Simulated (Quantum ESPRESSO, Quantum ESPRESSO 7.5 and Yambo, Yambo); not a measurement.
**SrCl2 (Fm-3m): G0W0 with Yambo, start to end**

Aim: the G0W0 gap of SrCl2 (Fm-3m) on PBE, step by step.

Program: Quantum ESPRESSO 7.5 and Yambo 5.3.0. Level of theory: PBE and many-body steps on it, plane waves. Results are calculated unless marked as measured.

Report form: the programs' logs are mostly left out.

**1. The starting structure**

It takes space group Fm-3m (No. 225, cubic). Conventional cell: a = 6.977 Å, b = 6.977 Å, c = 6.977 Å, α = 90.00°, β = 90.00°, γ = 90.00°. Nearest to Sr lie 8 Cl at 3.02 Å. Nearest to Cl lie 4 Sr at 3.02 Å. Farther neighbours and most contacts between anions are not listed.

The cell and positions come from the Crystallography Open Database and are kept as given unless a step says otherwise.

**2. Ground state**

This step: Quantum ESPRESSO 7.5; DFT, PBE, plane waves, norm-conserving pseudopotentials.

The ground-state density comes first.

The input, pw.in:

```
&control
  calculation = 'scf'
  prefix = 'x'
  outdir = 'o'
  pseudo_dir = 'pseudo'
/
&system
  ibrav = 0
  nat = 3
  ntyp = 2
  ecutwfc = 56.0
  nbnd = 17
  force_symmorphic = .true.
/
&electrons
  conv_thr = 1e-10
  electron_maxstep = 80
  mixing_beta = 0.5
/
ATOMIC_SPECIES
  Sr 87.62 Sr.upf
  Cl 35.45 Cl.upf
CELL_PARAMETERS angstrom
  -0.0000000000 3.4883500000 3.4883500000
  3.4883500000 -0.0000000000 3.4883500000
  3.4883500000 3.4883500000 -0.0000000000
ATOMIC_POSITIONS crystal
  Sr 0.0000000000 0.0000000000 0.0000000000
  Cl 0.2500000000 0.2500000000 0.2500000000
  Cl 0.7500000000 0.7500000000 0.7500000000
K_POINTS automatic
  6 6 6 0 0 0
```

Run with:

```sh
> OMP_NUM_THREADS=1 mpirun -n 4 pw.x -nk 4 -in pw.in > pw.out
```

Run time: 7.4 s. Hardware: 4 MPI ranks of Arm Neoverse V1, shared host; peak memory 0.27 GiB.

Numbers from this step:

| Item | Value |
| --- | --- |
| total energy | -1831.5058 eV |
| gap | 5.343 eV |
| k of the valence top | 0, -0.5, -0.5 |
| k of the conduction bottom | 0, 0, 0 |
| least direct gap | 5.512 eV |

The gap is indirect, with the least direct gap 0.17 eV higher.

**3. Bands along the symmetry lines**

Levels along a band path, at the cheap level, show where the edges lie and whether the meshes to come will hold them.

The input, pw.in:

```
&control
  calculation = 'bands'
  prefix = 'x'
  outdir = 'o'
  pseudo_dir = 'pseudo'
/
&system
  ibrav = 0
  nat = 3
  ntyp = 2
  ecutwfc = 56.0
  nbnd = 18
  force_symmorphic = .true.
/
&electrons
  conv_thr = 1e-9
  electron_maxstep = 80
  diago_full_acc = .true.
  diago_thr_init = 5e-6
/
ATOMIC_SPECIES
  Sr 87.62 Sr.upf
  Cl 35.45 Cl.upf
CELL_PARAMETERS angstrom
  -0.0000000000 3.4883500000 3.4883500000
  3.4883500000 -0.0000000000 3.4883500000
  3.4883500000 3.4883500000 -0.0000000000
ATOMIC_POSITIONS crystal
  Sr 0.0000000000 0.0000000000 0.0000000000
  Cl 0.2500000000 0.2500000000 0.2500000000
  Cl 0.7500000000 0.7500000000 0.7500000000
K_POINTS crystal
  50
  0.00000000 0.00000000 0.00000000 1
  0.06250000 0.00000000 0.06250000 1
  0.12500000 0.00000000 0.12500000 1
  0.18750000 0.00000000 0.18750000 1
  0.25000000 0.00000000 0.25000000 1
  0.31250000 0.00000000 0.31250000 1
  0.37500000 0.00000000 0.37500000 1
  0.43750000 0.00000000 0.43750000 1
  0.50000000 0.00000000 0.50000000 1
  0.51562500 0.03125000 0.51562500 1
  0.53125000 0.06250000 0.53125000 1
  0.54687500 0.09375000 0.54687500 1
  0.56250000 0.12500000 0.56250000 1
  0.57812500 0.15625000 0.57812500 1
  0.59375000 0.18750000 0.59375000 1
  0.60937500 0.21875000 0.60937500 1
  0.62500000 0.25000000 0.62500000 1
  0.37500000 0.37500000 0.75000000 1
  0.32812500 0.32812500 0.65625000 1
  0.28125000 0.28125000 0.56250000 1
  0.23437500 0.23437500 0.46875000 1
  0.18750000 0.18750000 0.37500000 1
  0.14062500 0.14062500 0.28125000 1
  0.09375000 0.09375000 0.18750000 1
  0.04687500 0.04687500 0.09375000 1
  0.00000000 0.00000000 0.00000000 1
  0.06250000 0.06250000 0.06250000 1
  0.12500000 0.12500000 0.12500000 1
  0.18750000 0.18750000 0.18750000 1
  0.25000000 0.25000000 0.25000000 1
  0.31250000 0.31250000 0.31250000 1
  0.37500000 0.37500000 0.37500000 1
  0.43750000 0.43750000 0.43750000 1
  0.50000000 0.50000000 0.50000000 1
  0.50000000 0.46875000 0.53125000 1
  0.50000000 0.43750000 0.56250000 1
  0.50000000 0.40625000 0.59375000 1
  0.50000000 0.37500000 0.62500000 1
  0.50000000 0.34375000 0.65625000 1
  0.50000000 0.31250000 0.68750000 1
  0.50000000 0.28125000 0.71875000 1
  0.50000000 0.25000000 0.75000000 1
  0.50000000 0.21875000 0.71875000 1
  0.50000000 0.18750000 0.68750000 1
  0.50000000 0.15625000 0.65625000 1
  0.50000000 0.12500000 0.62500000 1
  0.50000000 0.09375000 0.59375000 1
  0.50000000 0.06250000 0.56250000 1
  0.50000000 0.03125000 0.53125000 1
  0.50000000 0.00000000 0.50000000 1
```

The job ended after 7.6 s (4 MPI ranks; peak memory 0.24 GiB).

Numbers from this step:

- gap: 5.343 eV
- k of the valence top: 0.5, 0, 0.5
- k of the conduction bottom: 0, 0, 0
- least direct gap: 5.512 eV

The gap is 5.343 eV, as in the run before at this level.

The electronic bands at the labelled points (eV, zero at the top of the highest filled band):

| point | band 9 | band 10 | band 11 | band 12 | band 13 | band 14 | band 15 | band 16 |
| --- | --- | --- | --- | --- | --- | --- | --- | --- |
| Γ | -2.12 | -0.33 | -0.33 | -0.33 | 5.34 | 6.11 | 6.11 | 8.97 |
| halfway | -1.72 | -1.19 | -0.33 | -0.33 | 6.06 | 6.67 | 6.79 | 8.09 |
| X | -1.87 | -0.40 | -0.40 | 0.00 | 5.51 | 7.05 | 7.64 | 8.02 |
| halfway | -1.83 | -0.48 | -0.43 | -0.03 | 5.65 | 7.07 | 7.55 | 7.75 |
| U | -1.71 | -0.71 | -0.53 | -0.11 | 5.96 | 7.14 | 7.35 | 7.60 |
| jump to K | -1.71 | -0.71 | -0.53 | -0.11 | 5.96 | 7.14 | 7.35 | 7.60 |
| halfway | -1.43 | -1.31 | -0.96 | -0.30 | 6.39 | 6.66 | 6.72 | 8.09 |
| Γ | -2.12 | -0.33 | -0.33 | -0.33 | 5.34 | 6.11 | 6.11 | 8.97 |
| halfway | -1.75 | -0.92 | -0.64 | -0.64 | 6.45 | 6.50 | 6.50 | 7.78 |
| L | -1.49 | -1.31 | -1.04 | -1.04 | 6.73 | 6.73 | 7.53 | 7.85 |
| halfway | -1.39 | -1.15 | -0.55 | -0.53 | 6.33 | 6.94 | 7.40 | 7.73 |
| W | -1.21 | -1.21 | -0.31 | -0.10 | 6.24 | 7.02 | 7.23 | 7.23 |
| halfway | -1.69 | -0.65 | -0.36 | -0.04 | 5.79 | 7.09 | 7.44 | 7.58 |
| X | -1.87 | -0.40 | -0.40 | 0.00 | 5.51 | 7.05 | 7.64 | 8.02 |

**4. Empty states on the mesh, 4×4×4 mesh, 101 bands**

The sums over transitions need many empty states on a uniform mesh; this step solves for them.

The input, pw.in:

```
&control
  calculation = 'nscf'
  prefix = 'x'
  outdir = 'o'
  pseudo_dir = 'pseudo'
/
&system
  ibrav = 0
  nat = 3
  ntyp = 2
  ecutwfc = 56.0
  nbnd = 101
  force_symmorphic = .true.
/
&electrons
  conv_thr = 1e-9
  electron_maxstep = 80
  diago_full_acc = .true.
  diago_thr_init = 5e-6
/
ATOMIC_SPECIES
  Sr 87.62 Sr.upf
  Cl 35.45 Cl.upf
CELL_PARAMETERS angstrom
  -0.0000000000 3.4883500000 3.4883500000
  3.4883500000 -0.0000000000 3.4883500000
  3.4883500000 3.4883500000 -0.0000000000
ATOMIC_POSITIONS crystal
  Sr 0.0000000000 0.0000000000 0.0000000000
  Cl 0.2500000000 0.2500000000 0.2500000000
  Cl 0.7500000000 0.7500000000 0.7500000000
K_POINTS automatic
  4 4 4 0 0 0
```

Run time: 8.3 s. Hardware: 4 MPI ranks; peak memory 0.35 GiB.

Numbers from this step:

```
gap                                                           : 5.343 eV
k of the valence top                                          : 0, -0.5, -0.5
k of the conduction bottom                                    : 0, 0, 0
least direct gap                                              : 5.512 eV
k points computed                                             : 8
lowest point of the top converged band, above the valence top : 52.5111 eV
```

On this mesh the gap is 5.343 eV.

**5. Conversion and set-up**

This step: Yambo 5.3.0; conversion and set-up on PBE, plane waves, norm-conserving pseudopotentials.

The states are converted to the many-body program's format and the q mesh is built.

Run with:

```sh
> (cd o/x.save; p2y > p2y.log; mv SAVE ../..); yambo > setup.log
```

Run time: 2.6 s. Hardware: 1 MPI rank; peak memory 0.25 GiB.

**6. Screening and self-energy, 4×4×4 mesh, 101 bands, screening to 95.2 eV**

Now the one-shot GW correction: screening in the RPA, then the self-energy of the levels asked for.

This step: G0W0 on PBE, plane waves, norm-conserving pseudopotentials.

The input, gw1.in:

```
HF_and_locXC
gw0
dyson
ppa
em1d
rim_cut
RandQpts= 1000000
RandGvec= 1 RL
EXXRLvcs= 56 Ry
VXCRLvcs= 224 Ry
Chimod= "HARTREE"
% BndsRnXp
 1 | 101 |
%
NGsBlkXp= 7 Ry
% LongDrXp
 1 | 1 | 1 |
%
% GbndRnge
 1 | 101 |
%
DysSolver= "n"
ExtendOut
PPAPntXp= 27.21138 eV
% QPkrange
 1 | 8 | 7 | 17 |
%
```

Run with:

```sh
> OMP_NUM_THREADS=1 mpirun -n 4 yambo -F gw1.in -J gw1 -C gw1 > gw1.log
```

It took 4.7 min on 4 MPI ranks; peak memory 1.8 GiB; 19 min of CPU time.

This step gave:

```
G0W0 gap on the mesh                         : 7.474 eV
starting gap on the mesh                     : 5.343 eV
k of the valence top                         : 0, -0.5, -0.5
k of the conduction bottom                   : 0, 0, 0
least direct G0W0 gap on the computed points : 7.867 eV
Z at the valence top                         : 0.8151
Z at the conduction bottom                   : 0.8657
```

The gap on the mesh goes from 5.34 eV to 7.47 eV, a correction of +2.13 eV.

Limits: finite bands, cutoff and mesh; no spin-orbit coupling. v1 is the top filled band, c1 the lowest empty one. The levels before and after the correction (eV, zero at the valence-band top of each column):

|  | conduction bottom | valence top |
| --- | --- | --- |
| Kohn-Sham | 5.34 | 0.00 |
| G0W0 | 7.47 | 0.00 |

|  | level | energy (eV) |
| --- | --- | --- |
| Kohn-Sham | Γ v3-v1 | -0.334 |
| Kohn-Sham | Γ c1 | 5.343 |
| Kohn-Sham | Γ c2-c3 | 6.108 |
| Kohn-Sham | (0 -0.5 -0.5) v3-v2 | -0.396 |
| Kohn-Sham | (0 -0.5 -0.5) v1 | 0.000 |
| Kohn-Sham | (0 -0.5 -0.5) c1 | 5.512 |
| Kohn-Sham | (0 -0.5 -0.5) c2 | 7.054 |
| Kohn-Sham | (0 -0.5 -0.5) c3 | 7.636 |
| G0W0 | Γ v3-v1 | -0.393 |
| G0W0 | Γ c1 | 7.474 |
| G0W0 | Γ c2-c3 | 9.013 |
| G0W0 | (0 -0.5 -0.5) v3-v2 | -0.438 |
| G0W0 | (0 -0.5 -0.5) v1 | 0.000 |
| G0W0 | (0 -0.5 -0.5) c1 | 8.025 |
| G0W0 | (0 -0.5 -0.5) c2 | 10.180 |
| G0W0 | (0 -0.5 -0.5) c3 | 10.865 |

**7. Where the time went**

Times are wall times on the hardware named with each run, good to a factor of about two.

| step | time | share | memory (GiB) |
| --- | --- | --- | --- |
| ground state | 7.4 s | 2 % | 0.27 |
| bands along the symmetry lines | 7.6 s | 2 % | 0.24 |
| empty states on the mesh | 8.3 s | 3 % | 0.35 |
| conversion and set-up | 2.6 s | 1 % | 0.25 |
| screening and self-energy | 4.7 min | 92 % | 1.8 |

**8. Summary of results**

| Quantity | Value |
| --- | --- |
| PBE gap | 5.34 eV, indirect |
| G0W0 gap on the mesh | 7.47 eV |
| GW settings | 4×4×4 mesh, 101 bands, screening to 95.2 eV, Godby-Needs plasmon pole |
| known limits | not at the basis limit; no spin-orbit coupling |

What this shows: G0W0 moves the gap on the mesh from 5.34 eV to 7.47 eV (+2.13 eV), with Z of 0.82 and 0.87 at the edges. The dearest step here is «screening and self-energy». Bands and cutoff are finite, so the gap is not at the basis limit. The miss can reach some tenths of an eV and take either sign; the mesh is an error of its own. The many-body steps are scalar-relativistic: spin-orbit coupling is not in them.

[Paths, hosts, dates, memory and timing lines, banners, echoed tables and standing remarks are left out of the program output.]

[Logs are printed without paths, hosts, clocks, repeated set-up lines and the standing remarks that a program may print on its own settings, such as how far it seeks lower states.]

[Runs of the session that timed out or met a known fault of the program may be left out.]

[Hosts, paths, dates, database ids (printed as entryN), source tags and the programs' standing remarks are cut or masked in the printed files.]
